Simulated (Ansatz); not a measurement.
# Structural relaxation of random alloy of the diamond Si-Ge line, x = 0.75 (64 atoms)

Wanted: the relaxed structure of random alloy of the diamond Si-Ge line, x = 0.75 (64 atoms) and its electronic structure.

Calculated with Ansatz 0.2.0; Kohn-Sham DFT, PBE, PAW (set soft_2), plane waves.

### 1. Starting point

The cell holds 64 atoms: 16 Si and 48 Ge. Cell: a = 11.374 Å, b = 11.374 Å, c = 11.374 Å, α = 90.0°, β = 90.0°, γ = 90.0°. It derives from Si and Ge (diamond Si-Ge), repeated 2×2×2. Diamond Si-Ge: 64 atoms, 48 of 64 Si sites given to Ge at random, cell and internal coordinates interpolated linearly between the end members (Vegard's rule); not relaxed, displaced by a Gaussian of 0.02 Å. Lattice constants are starting values near those of PBE.

Before any run, some limits are plain. The host structure and its lattice constant were typed by rule, without a check against the phase diagram. Only the Γ point is sampled in the main run, in a cell whose shortest periodic width is 11 Å.

### 2. Single point at the start

A single point comes first, to see the forces before anything moves.

Input file input.yaml:

```yaml
crystal:
  lattice:
    - [11.3745, 0.0, 0.0]
    - [0.0, 11.3745, 0.0]
    - [0.0, 0.0, 11.3745]
  atoms:
    - { symbol: Si, position: [0.00286, 0.99892, 0.99907] }
    - { symbol: Ge, position: [0.12311, 0.12652, 0.12095] }
    - { symbol: Si, position: [0.00307, 0.24866, 0.25056] }
    - { symbol: Si, position: [0.12456, 0.37757, 0.37138] }
    - { symbol: Si, position: [0.24943, 0.99932, 0.25199] }
    - { symbol: Ge, position: [0.37307, 0.1247, 0.37346] }
    - { symbol: Si, position: [0.25007, 0.25102, 0.99806] }
    - { symbol: Ge, position: [0.37701, 0.37659, 0.12588] }
    - { symbol: Ge, position: [0.00158, 0.9988, 0.49978] }
    - { symbol: Ge, position: [0.12335, 0.12453, 0.62593] }
    - { symbol: Ge, position: [0.99878, 0.2493, 0.74879] }
    - { symbol: Ge, position: [0.12351, 0.37382, 0.87498] }
    - { symbol: Ge, position: [0.24804, 0.00041, 0.75292] }
    - { symbol: Ge, position: [0.3763, 0.12466, 0.87344] }
    - { symbol: Ge, position: [0.24869, 0.25298, 0.50009] }
    - { symbol: Si, position: [0.37388, 0.37534, 0.62869] }
    - { symbol: Ge, position: [0.00021, 0.50109, 0.00053] }
    - { symbol: Ge, position: [0.12438, 0.62299, 0.12439] }
    - { symbol: Si, position: [0.99963, 0.75103, 0.25148] }
    - { symbol: Ge, position: [0.12664, 0.8755, 0.37656] }
    - { symbol: Ge, position: [0.24867, 0.5022, 0.2509] }
    - { symbol: Ge, position: [0.37448, 0.62586, 0.37487] }
    - { symbol: Ge, position: [0.25199, 0.75267, 0.00384] }
    - { symbol: Ge, position: [0.37254, 0.87246, 0.12411] }
    - { symbol: Si, position: [0.00028, 0.50154, 0.50055] }
    - { symbol: Si, position: [0.12144, 0.62446, 0.62646] }
    - { symbol: Si, position: [0.0004, 0.75134, 0.74961] }
    - { symbol: Ge, position: [0.12465, 0.87533, 0.87572] }
    - { symbol: Ge, position: [0.25035, 0.50021, 0.74882] }
    - { symbol: Si, position: [0.37566, 0.62521, 0.87699] }
    - { symbol: Si, position: [0.25211, 0.75033, 0.49934] }
    - { symbol: Ge, position: [0.37388, 0.87574, 0.62514] }
    - { symbol: Ge, position: [0.4994, 8.0e-05, 0.99891] }
    - { symbol: Ge, position: [0.62623, 0.12421, 0.12715] }
    - { symbol: Si, position: [0.50071, 0.25104, 0.24807] }
    - { symbol: Ge, position: [0.6253, 0.3763, 0.37332] }
    - { symbol: Ge, position: [0.74953, 6.0e-05, 0.24759] }
    - { symbol: Ge, position: [0.87555, 0.12649, 0.37349] }
    - { symbol: Ge, position: [0.75062, 0.24769, 0.99993] }
    - { symbol: Ge, position: [0.87216, 0.37697, 0.12572] }
    - { symbol: Ge, position: [0.49996, 0.99864, 0.50224] }
    - { symbol: Si, position: [0.62846, 0.12173, 0.62717] }
    - { symbol: Si, position: [0.50286, 0.25059, 0.74789] }
    - { symbol: Ge, position: [0.62652, 0.37468, 0.87394] }
    - { symbol: Ge, position: [0.74784, 0.00097, 0.75139] }
    - { symbol: Ge, position: [0.8739, 0.12592, 0.87299] }
    - { symbol: Si, position: [0.75141, 0.25008, 0.49967] }
    - { symbol: Ge, position: [0.87482, 0.37653, 0.62632] }
    - { symbol: Ge, position: [0.50093, 0.50024, 0.00014] }
    - { symbol: Ge, position: [0.62609, 0.62541, 0.1262] }
    - { symbol: Ge, position: [0.49945, 0.74572, 0.25183] }
    - { symbol: Ge, position: [0.62885, 0.87578, 0.37482] }
    - { symbol: Ge, position: [0.74976, 0.49979, 0.25003] }
    - { symbol: Ge, position: [0.87303, 0.62409, 0.37325] }
    - { symbol: Ge, position: [0.75044, 0.74948, 0.00087] }
    - { symbol: Ge, position: [0.87469, 0.87673, 0.12538] }
    - { symbol: Ge, position: [0.50385, 0.49667, 0.49886] }
    - { symbol: Ge, position: [0.62659, 0.62945, 0.62456] }
    - { symbol: Ge, position: [0.50008, 0.7496, 0.75234] }
    - { symbol: Ge, position: [0.62449, 0.8762, 0.87444] }
    - { symbol: Ge, position: [0.74776, 0.50055, 0.75088] }
    - { symbol: Ge, position: [0.87727, 0.62481, 0.87391] }
    - { symbol: Ge, position: [0.75099, 0.75042, 0.50049] }
    - { symbol: Ge, position: [0.87487, 0.87704, 0.62565] }
kpoints:
  mp_grid: { grid: [1, 1, 1] }
hamiltonian:
  xc: pbe
scf:
  occupations: { method: fermi_dirac, width: 0.025 }
output:
  forces: true
```

Run with:

```sh
> ansatz run input.yaml --threads 4 --pin off --max-ram 8192MiB --backend cpu --events-out ev --progress --plain --runs-dir out
```

Output:

```text
Engine: ansatz 0.2.0, aarch64-unknown-linux-gnu
Pseudopotentials: kind: paw
Pseudopotential: Si, paw, valence charge 4, recommended cutoff 420 eV (normal), Si.paw.azcp
Pseudopotential: Ge, paw, valence charge 14, recommended cutoff 420 eV (normal), Ge.paw.azcp
Functional definition: PBE
  parameter kappa = 0.804
  parameter beta = 0.066725
  exchange = pbe_x(kappa = kappa, mu = beta*pi^2/3)
  correlation = pbe_c(beta = beta)
Crystal: 64 atoms, lattice volume = 1471.624 Å³
Basis set: ecut = 420 eV, 28671 PW (Γ), exchange–correlation on 160×160×160 points (8 copies of the dense FFT grid, shifted against one another)
Bands: 432, of which v1, the nominal top of the filled ones, is band 368 counted from 1 (367 counted from 0)
Symmetry: 1 space group operations
Space group: P1 (ITA 1), of the structure as read, at distance tolerance 1.1e-4 Å
k-points: 1
Non-local potential: Si, projectors of the file, l = 0: 2, l = 1: 2, l = 2: 2
Non-local potential: Ge, projectors of the file, l = 0: 2, l = 1: 2, l = 2: 3, l = 3: 1
PAW form: soft (Blöchl's): semilocal exchange-correlation on the pseudo side does not see the compensation charge
PAW one-centre angular grid: Si, 110 points (default); XC on 64 Gauss nodes
PAW one-centre angular grid: Ge, 590 points (default); XC on 64 Gauss nodes
Initial density: superposition of atomic densities (neutral atoms: chi_scale 0, normalization atom), corrected by the library's trained network
Initial wavefunctions: pseudopotential atomic-orbital guess
Functional: x = pbe(κ = 0.804, μ = 0.219515), c = pbe(β = 0.066725)
SCF iter   1: F=—  HF=-216322.064531 eV  |F-HF|=—  |Δ(HF+E_count)|=         —  Δρ=2.09e-3  dr2=5.82e-2  ethr=1.77e-3  ⟨swp⟩=6.0  Hψ=1471  notcnv=0  defer=34
preconditioner: auto → LDOS  [insulator: Δε(μ)=0.163 eV  Ē_g=20.463 eV  σ=0.025 eV  W_gap=0.93  n_scr=364 (ndim 8)  ℏωp=26.3 eV  f_vac=0.038  D(μ)=6.52/eV (n_scr^D=18)  ε∞_Penn≈2.6  β→1.0]
SCF iter   2: F=—  HF=-216322.047110 eV  |F-HF|=—  |Δ(HF+E_count)|=   1.74e-2  Δρ=1.10e-3  dr2=1.96e-2  ethr=7.90e-6  ⟨swp⟩=2.0  Hψ=882  notcnv=0  defer=47
SCF iter   3: F=—  HF=-216322.036051 eV  |F-HF|=—  |Δ(HF+E_count)|=   1.11e-2  Δρ=3.39e-4  dr2=3.07e-3  ethr=2.66e-6  ⟨swp⟩=2.0  Hψ=770  notcnv=0  defer=41
automatic band count: iteration 3 solves 426 bands in place of 432: the levels show a gap, and the empty bands left out lie too high to hold charge; the band table lists the bands solved (type scf.n_extra_bands for more)
SCF iter   4: F=—  HF=-216322.034641 eV  |F-HF|=—  |Δ(HF+E_count)|=   1.41e-3  Δρ=8.54e-5  dr2=1.65e-4  ethr=4.18e-7  ⟨swp⟩=2.0  Hψ=753  notcnv=0  defer=41
SCF iter   5: F=—  HF=-216322.034571 eV  |F-HF|=—  |Δ(HF+E_count)|=   7.00e-5  Δρ=2.52e-5  dr2=3.07e-5  ethr=2.24e-8  ⟨swp⟩=2.0  Hψ=756  notcnv=0  defer=41
SCF iter   6: F=—  HF=-216322.036156 eV  |F-HF|=—  |Δ(HF+E_count)|=   1.58e-3  Δρ=6.58e-6  dr2=1.22e-6  ethr=4.17e-9  ⟨swp⟩=2.0  Hψ=511  notcnv=0  defer=41
SCF iter   7: F=-216322.036156 eV  HF=-216322.036156 eV  |F-HF|=9.05e-9  |Δ(HF+E_count)|=   5.09e-7  Δρ=1.74e-6  dr2=7.40e-8  ethr=1.36e-11  ⟨swp⟩=2.0  Hψ=1553  notcnv=0
SCF 1 converged in 7 iterations: F = -216322.036156 eV  dr2 = 7.40e-8
  greatest PAW one-centre occupation: 0.998 electrons in one spin orbital (limit 2), on the Ge atom at site 9 (counted from 0), in its partial waves of l = 2
SCF converged after 7 iterations
Free energy (F): -216322.036156 eV
Harris-Foulkes:  -216322.036156 eV  (|F-HF|=9.05e-9)
Internal energy: -216322.016616 eV  (E = F + TS)
E sigma→0 (E₀):  -216322.026386 eV
Entropy (-TS):   -0.019540 eV (-0.305 meV/atom)
Fermi energy:    7.662296 eV
--- Per-component energies (eV) ---
  E_band       = -7576.599560
  E_kinetic    = 5978.278310
  E_local      = -132293.590057  (includes V_loc(G=0)·N_el)
  E_nonlocal   = 20519.455835
  E_hartree    = 58581.975040
  E_xc         = -4491.330268
  E_vxc        = -3825.529369  (∫ρ·V_xc dr)
  E_paw        = -105188.916722  (= ΣΔE_a)
  E_vpaw       = -15119.182947  (= ΣTr[D̂ρ^β])
  E_aug_tail   = 0.014269  (compensation charges beyond the density's cutoff)
  E_ewald      = -59427.903024
  E_smearing   = -0.019540  (= −TS)
  E_closure    = -0.000000  (closes the sum)
  Σ components = -216322.036156   (vs F -216322.036156, Δ=0.00e0)
--- Forces (eV/Å), atoms counted from 1 ---
  atom   1  Si    -0.58088617     0.18675283    -0.07214159
  atom   2  Ge     0.46096965    -0.17319434     0.35368535
  atom   3  Si    -0.22372431     0.58209384    -0.07865897
  atom   4  Si    -0.40291136    -0.14296193     0.48485181
  atom   5  Si    -0.12696052     0.10152293    -0.52043901
  atom   6  Ge     0.31421072     0.19681477    -0.16322010
  atom   7  Si     0.22419020    -0.01153805     0.12685932
  atom   8  Ge    -0.36898983    -0.51629486    -0.10710372
  atom   9  Ge    -0.24544735     0.24040739    -0.00187324
  atom  10  Ge     0.21154313     0.10285468    -0.16294281
  atom  11  Ge     0.02226576     0.11700375     0.06494510
  atom  12  Ge     0.33666641    -0.08415848     0.12583515
  atom  13  Ge     0.13413769     0.03123372    -0.34994596
  atom  14  Ge    -0.01945613     0.72537350     0.03750054
[...]
atom  63  Ge     0.23411659     0.12695821    -0.09781182
  atom  64  Ge     0.23368599    -0.31580339     0.21671487
  max |Σ_I F_I| component: 1.11e-5 eV/Å
```

It took 16 s on 4 threads of Arm Neoverse V1, shared host; peak memory 1.9 GiB; 62 s of CPU time.

The column dr2 measures how far the density is from self-consistency, as an energy; F and HF (Harris–Foulkes) agree once it is small.

Numbers from this run:

```yaml
free_energy: -216322.0362 eV
free_energy_per_atom: -3380.0318 eV/atom
scf_cycles: 7
r_m_s_force_component: 0.3347 eV/Å
longest_force: 1.222 eV/Å
fermi_energy: 7.662 eV
```

The r.m.s. force component of 0.33 eV/Å sets the starting point.

Length of the force by element and coordination:

| element | coordination | atoms | mean length of the force (eV/Å) | spread | least | most |
| --- | --- | --- | --- | --- | --- | --- |
| Ge | all | 48 | 0.522 | 0.263 | 0.123 | 1.22 |
| Si | all | 16 | 0.504 | 0.252 | 0.153 | 1.11 |

### 3. Cell and atoms relaxed

The cell is relaxed with the atoms, since the starting lattice needn't suit this functional.

Changes to input.yaml since step 2:

```diff
@@ -15 +15,5 @@
   forces: true
+relax:
+  f_tol: 0.04
+  max_steps: 150
+  cell: {}
```

Output:

```text
[...]
Crystal: 64 atoms, lattice volume = 1471.624 Å³
Basis set: ecut = 420 eV, 28671 PW (Γ), exchange–correlation on 160×160×160 points (8 copies of the dense FFT grid, shifted against one another)
Bands: 442, of which v1, the nominal top of the filled ones, is band 368 counted from 1 (367 counted from 0)
Symmetry: 1 space group operations
[...]
k-points: 1
[...]
SCF iter   1: F=—  HF=-216322.064332 eV  |F-HF|=—  |Δ(HF+E_count)|=         —  Δρ=2.09e-3  dr2=5.81e-2  ethr=1.77e-3  ⟨swp⟩=6.0  Hψ=1621  notcnv=0
[...]
SCF iter   7: F=-216322.036156 eV  HF=-216322.036156 eV  |F-HF|=8.56e-9  |Δ(HF+E_count)|=   5.10e-7  Δρ=1.72e-6  dr2=7.33e-8  ethr=1.36e-11  ⟨swp⟩=2.0  Hψ=1569  notcnv=0
SCF 1 converged in 7 iterations: F = -216322.036156 eV  dr2 = 7.33e-8
[...]
relax step   1: F+E_penalty+E_count = -216322.03615605 eV  Δ(F+E_penalty+E_count) = +0.000e0 eV  max|allowed force component| = 9.740e-1 eV/Å  Δτ_max = 0.0000 Å  P = -0.122 GPa  Ω = 1471.624 Å³  (7 SCF iters, dr2 threshold 1.00e-7 eV, accepted)
[...]
relax step   2: F+E_penalty+E_count = -216322.83318889 eV  Δ(F+E_penalty+E_count) = -7.970e-1 eV  max|allowed force component| = 1.706e-1 eV/Å  Δτ_max = 0.1241 Å  P = +0.034 GPa  Ω = 1465.080 Å³  energy of the carried Pulay correction = +1.051e-3 eV  (6 SCF iters, dr2 threshold 6.40e-6 eV, accepted)
[...]
relax step   3: F+E_penalty+E_count = -216322.88356113 eV  Δ(F+E_penalty+E_count) = -5.037e-2 eV  max|allowed force component| = 1.621e-2 eV/Å  Δτ_max = 0.0336 Å  P = +0.012 GPa  Ω = 1465.605 Å³  energy of the carried Pulay correction = +9.664e-4 eV  (6 SCF iters, dr2 threshold 1.82e-6 eV, accepted)
[...]
relax step   4: F+E_penalty+E_count = -216322.88442006 eV  Δ(F+E_penalty+E_count) = -8.589e-4 eV  max|allowed force component| = 2.540e-3 eV/Å  Δτ_max = 0.0060 Å  P = +0.001 GPa  Ω = 1465.821 Å³  energy of the carried Pulay correction = +9.316e-4 eV  (6 SCF iters, dr2 threshold 2.36e-8 eV, accepted)
[...]
relax step   5: F+E_penalty+E_count = -216322.88349337 eV  Δ(F+E_penalty+E_count) = +9.267e-4 eV  max|allowed force component| = 2.548e-3 eV/Å  Δτ_max = 0.0000 Å  P = +0.000 GPa  Ω = 1465.821 Å³  stress off target by 2.77e-3 GPa  SCF on the basis re-selected at this cell (its energy is not comparable with the rows above)  (4 SCF iters)
basis re-selected at this cell: Δ(F+E_penalty+E_count) = +9.267e-4 eV, ΔP = -0.000 GPa vs the last step (what re-selecting the basis moved, of the pressure what is left beyond the Pulay correction that the steps carried, after the strain that the cell walked since its last selection, [...]
SCF converged after 4 iterations
Free energy (F): -216322.883493 eV
[...]
Internal energy: -216322.872687 eV  (E = F + TS)
E sigma→0 (E₀):  -216322.878090 eV
Entropy (-TS):   -0.010806 eV (-0.169 meV/atom)
Fermi energy:    7.707443 eV
[...]
--- Forces (eV/Å), atoms counted from 1 ---
  atom   1  Si     0.00037974     0.00001183    -0.00023065
  atom   2  Ge     0.00046587    -0.00032005    -0.00115417
  atom   3  Si     0.00051841    -0.00009193     0.00061260
  atom   4  Si     0.00219556    -0.00034482     0.00074349
  atom   5  Si    -0.00034238    -0.00003519     0.00024916
  atom   6  Ge    -0.00177529     0.00035291    -0.00183807
  atom   7  Si    -0.00019839    -0.00062097    -0.00100189
  atom   8  Ge    -0.00031923    -0.00003523    -0.00021537
  atom   9  Ge     0.00006423     0.00076124     0.00093118
  atom  10  Ge    -0.00151473     0.00115688    -0.00084122
  atom  11  Ge    -0.00023483     0.00006115    -0.00064812
  atom  12  Ge    -0.00112860    -0.00013091     0.00031756
  atom  13  Ge    -0.00047149    -0.00008015     0.00097324
  atom  14  Ge    -0.00017591    -0.00050916     0.00059922
[...]
atom  63  Ge    -0.00046853    -0.00013272     0.00008946
  atom  64  Ge     0.00020956    -0.00010709    -0.00135314
  max |Σ_I F_I| component: 1.17e-6 eV/Å
--- Stress (GPa, compression-positive) ---
        0.001223       0.000835       0.001785
        0.000835      -0.000528      -0.001296
        0.001785      -0.001296       0.000669
  P = ⅓ Tr σ = 0.0005 GPa (0.005 kbar)
--- Relaxed structure (4 steps of the walk, 4 accepted, 1 SCFs on fresh bases) ---
  F+E_penalty+E_count = -216322.88349337 eV   max|allowed force component| = 2.548e-3 eV/Å   (the final SCF, on the basis selected at the relaxed cell)
  cell:  # Å, volume = 1465.8207 Å³
    - [11.359365, 0.00116649, 0.00174916]
    - [0.00116649, 11.359303, -0.000604576]
    - [0.00174916, -0.000604576, 11.359917]
  atoms:
    - { symbol: Si, position: [0.00166772, 0.999761, 1.000936] }
    - { symbol: Ge, position: [0.125229, 0.125966, 0.125889] }
    - { symbol: Si, position: [0.00257165, 0.252468, 0.253485] }
    - { symbol: Si, position: [0.121780, 0.376003, 0.376585] }
[...]
- { symbol: Ge, position: [0.877360, 0.873904, 0.626677] }
```

Wall time 79 s (4 threads); peak memory 2 GiB; 5.1 min of CPU time.

Relaxation path:

| step | energy less that of the first step (eV) | largest force component (eV/Å) | pressure (GPa) | volume (Å³) |
| --- | --- | --- | --- | --- |
| 1 | 0.0000 | 0.9740 | -0.12 | 1471.62 |
| 2 | -0.7970 | 0.1706 | 0.03 | 1465.08 |
| 3 | -0.8474 | 0.0162 | 0.01 | 1465.60 |
| 4 | -0.8483 | 0.0025 | 0.00 | 1465.82 |
| 5* | -0.8473 | 0.0025 | 0.00 | 1465.82 |

Relaxation steps marked * repeat the geometry before them on a plane-wave basis chosen anew for their cell, so energy and pressure can jump there.

| cell as run | before | after | change |
| --- | --- | --- | --- |
| a (Å) | 11.374 | 11.359 | -0.1 % |
| b (Å) | 11.374 | 11.359 | -0.1 % |
| c (Å) | 11.374 | 11.360 | -0.1 % |
| β (°) | 90.00 | 89.98 | -0.0 % |
| γ (°) | 90.00 | 89.99 | -0.0 % |
| volume (Å³/atom) | 22.99 | 22.90 | -0.4 % |

The atoms that moved most (Å, as changes of fractional coordinates times the final cell):

| atom | dx | dy | dz | length |
| --- | --- | --- | --- | --- |
| Si42 | -0.043 | 0.097 | -0.028 | 0.110 |
| Ge54 | 0.091 | 0.010 | 0.020 | 0.094 |
| Ge36 | -0.019 | -0.072 | 0.032 | 0.082 |
| Ge40 | 0.066 | -0.043 | 0.022 | 0.081 |
| Ge57 | -0.068 | -0.001 | 0.043 | 0.081 |
| Ge23 | -0.019 | -0.046 | -0.060 | 0.077 |
| Ge48 | 0.018 | -0.015 | -0.073 | 0.076 |
| Si31 | -0.063 | -0.022 | 0.024 | 0.072 |

The relaxation changed the energy by -13.2 meV/atom, and atoms moved by 0.053 Å r.m.s., 0.11 Å at most.

### 4. Local order after relaxation

Bonds before and after, by the cutoffs listed below:

| pair | bonds before | bonds after | mean before (Å) | mean after (Å) | spread before (Å) | spread after (Å) |
| --- | --- | --- | --- | --- | --- | --- |
| Ge-Ge | 72 | 72 | 2.462 | 2.480 | 0.027 | 0.009 |
| Ge-Si | 48 | 48 | 2.464 | 2.438 | 0.026 | 0.012 |
| Si-Si | 8 | 8 | 2.464 | 2.402 | 0.029 | 0.008 |

Density 4.46 g/cm³, 22.90 Å³ an atom.

g(r), total and by pair (bins of 0.2 Å):

| r (Å) | total | Ge-Ge | Ge-Si | Si-Si |
| --- | --- | --- | --- | --- |
| 2.30 | 0.25 | 0.00 | 0.00 | 4.04 |
| 2.50 | 5.79 | 5.93 | 6.15 | 2.33 |
| 2.70 | 0.00 | 0.00 | 0.00 | 0.00 |
| 2.90 | 0.00 | 0.00 | 0.00 | 0.00 |
| 3.10 | 0.00 | 0.00 | 0.00 | 0.00 |
| 3.30 | 0.00 | 0.00 | 0.00 | 0.00 |
| 3.50 | 0.00 | 0.00 | 0.00 | 0.00 |
| 3.70 | 0.00 | 0.00 | 0.00 | 0.00 |
| 3.90 | 2.05 | 1.74 | 2.32 | 3.19 |
| 4.10 | 4.73 | 5.16 | 4.01 | 5.05 |
| 4.30 | 0.00 | 0.00 | 0.00 | 0.00 |
| 4.50 | 0.00 | 0.00 | 0.00 | 0.00 |
| 4.70 | 4.91 | 4.75 | 5.39 | 3.51 |
| 4.90 | 0.02 | 0.02 | 0.03 | 0.00 |
| 5.10 | 0.00 | 0.00 | 0.00 | 0.00 |
| 5.30 | 0.00 | 0.00 | 0.00 | 0.00 |
| 5.50 | 0.03 | 0.05 | 0.00 | 0.00 |
| 5.70 | 1.67 | 1.58 | 1.89 | 1.13 |
| 5.90 | 0.00 | 0.00 | 0.00 | 0.00 |
| 6.10 | 1.65 | 1.63 | 1.61 | 2.15 |
| 6.30 | 1.21 | 1.23 | 1.25 | 0.70 |
| 6.50 | 0.00 | 0.00 | 0.00 | 0.00 |
| 6.70 | 0.00 | 0.00 | 0.00 | 0.00 |
| 6.90 | 3.93 | 3.79 | 4.18 | 3.58 |
| 7.10 | 0.59 | 0.67 | 0.53 | 0.37 |
| 7.30 | 1.93 | 1.94 | 2.03 | 1.25 |
| 7.50 | 0.75 | 0.66 | 0.90 | 0.66 |
| 7.70 | 0.00 | 0.00 | 0.00 | 0.00 |

Bonds by pair of elements; cutoffs follow the first minimum of g(r), held within bounds set by covalent radii, and pairs that aren't listed don't count as bonded:

| pair A-B | cutoff (Å) | bonds | mean length (Å) | spread (Å) | shortest (Å) | B about A | A about B |
| --- | --- | --- | --- | --- | --- | --- | --- |
| Ge-Ge | 2.88 | 72 | 2.48 | 0.009 | 2.46 | 3 | 3 |
| Ge-Si | 2.88 | 48 | 2.44 | 0.012 | 2.42 | 1 | 3 |
| Si-Si | 2.83 | 8 | 2.40 | 0.008 | 2.39 | 1 | 1 |

How many atoms have how many bonded neighbours:

| element | mean | 4 |
| --- | --- | --- |
| Ge | 4 | 48 |
| Si | 4 | 16 |

Bond angles (no mean is given where the spread exceeds 20°):

| angle | count | mean (°) | spread (°) |
| --- | --- | --- | --- |
| Ge-Ge-Ge | 166 | 109 | 0.8 |
| Ge-Ge-Si | 100 | 110 | 0.9 |
| Ge-Si-Ge | 55 | 109 | 0.9 |
| Ge-Si-Si | 34 | 110 | 1 |
| Si-Ge-Si | 22 | 111 | 1.1 |

Rings of the network by King's shortest-path rule, up to 12 atoms, one path for each pair of neighbours; H, halogens, alkali and alkaline-earth atoms are left out:

| ring size (atoms) | rings | per network atom |
| --- | --- | --- |
| 6 | 128 | 2 |

By these cutoffs all Ge atoms have 4 and all Si atoms have 4 bonded neighbours. The Ge-Ge-Ge angle averages 109° with a spread of 0.8°. All rings counted have 6 atoms.

(Part 1 of 3 ends here.)

[Long decimals in the printed logs are rounded to 6 places.]

[Logs are printed without paths, hosts, clocks, repeated set-up lines and the standing remarks that a program may print on its own settings, such as how far it seeks lower states.]

[Hosts, paths, dates, database ids (printed as entryN), source tags and the programs' standing remarks are cut or masked in the printed files.]

[A walk said to have stopped at its limit may instead have ended on an SCF cycle that didn't converge.]
